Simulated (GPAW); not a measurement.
# Calculated records

### How the form of the self-energy moves the gap of Zn2CdS3 (ordered alloy, started on the zincblende lattice) (P3m1)

It takes space group P3m1 (No. 156, trigonal). Conventional cell: a = 3.832 Å, b = 3.832 Å, c = 9.505 Å, α = 90.00°, β = 90.00°, γ = 120.00°. Zn has 4 S at 2.28 to 2.32 Å nearest. S has 4 Zn at 2.29 to 2.32 Å nearest. Nearest to Zn lie 4 S at 2.29 to 2.33 Å. Nearest to S lie 3 Zn at 2.33 Å and 1 Cd at 2.47 Å. Nearest to Cd lie 4 S at 2.44 to 2.47 Å. S has 1 Zn at 2.28 Å and 3 Cd at 2.44 Å nearest. Farther neighbours and most contacts between anions are not listed.

```
method                                  : DFT, LDA, plane waves, PAW (and 3 further levels or steps)
program                                 : GPAW 26.7.0
settings of one run                     : cutoff 600 eV, GPAW PAW setups 1.2.1 data release, 3×3×2 k-mesh, nbands 416
cost                                    : 6 runs, 9.7 min in all on 4 MPI ranks of Arm Neoverse V1, shared host (the runs of this entry)
notes                                   : The structure was built from a prototype and need not be the compound’s stable phase. The structure was relaxed with LDA. The structure type comes from a generator and need not be one that this composition takes. Limits: no spin-orbit coupling. Bands and cutoff are finite, so the gap is not at the basis limit. The miss can reach some tenths of an eV and take either sign; the mesh is an error of its own. The 3×3×2 mesh is coarse for this cell, which bears on the long-range parts of exchange and screening.
G0W0, Godby-Needs plasmon pole          : 2.649 eV
one-shot HSE06                          : 2.809 eV
G0W0, extrapolated in the cutoff        : 2.652 eV
one-shot Hartree-Fock                   : 9.154 eV
G0W0, full frequency, Hilbert transform : 2.641 eV
known limits                            : not at the basis limit; no spin-orbit coupling; coarse k mesh
```

One-shot HSE06: +0.161 eV against G0W0, Godby-Needs plasmon pole. G0W0, extrapolated in the cutoff: +0.003 eV against G0W0, Godby-Needs plasmon pole, at other bands or cutoff, so not like for like.

[Paths, hosts, dates, memory and timing lines, banners, echoed tables and standing remarks are left out of the program output.]

[Logs are printed without paths, hosts, clocks, repeated set-up lines and the standing remarks that a program may print on its own settings, such as how far it seeks lower states.]

[Runs of the session that timed out or met a known fault of the program may be left out.]

[Hosts, paths, dates, database ids (printed as entryN), source tags and the programs' standing remarks are cut or masked in the printed files.]
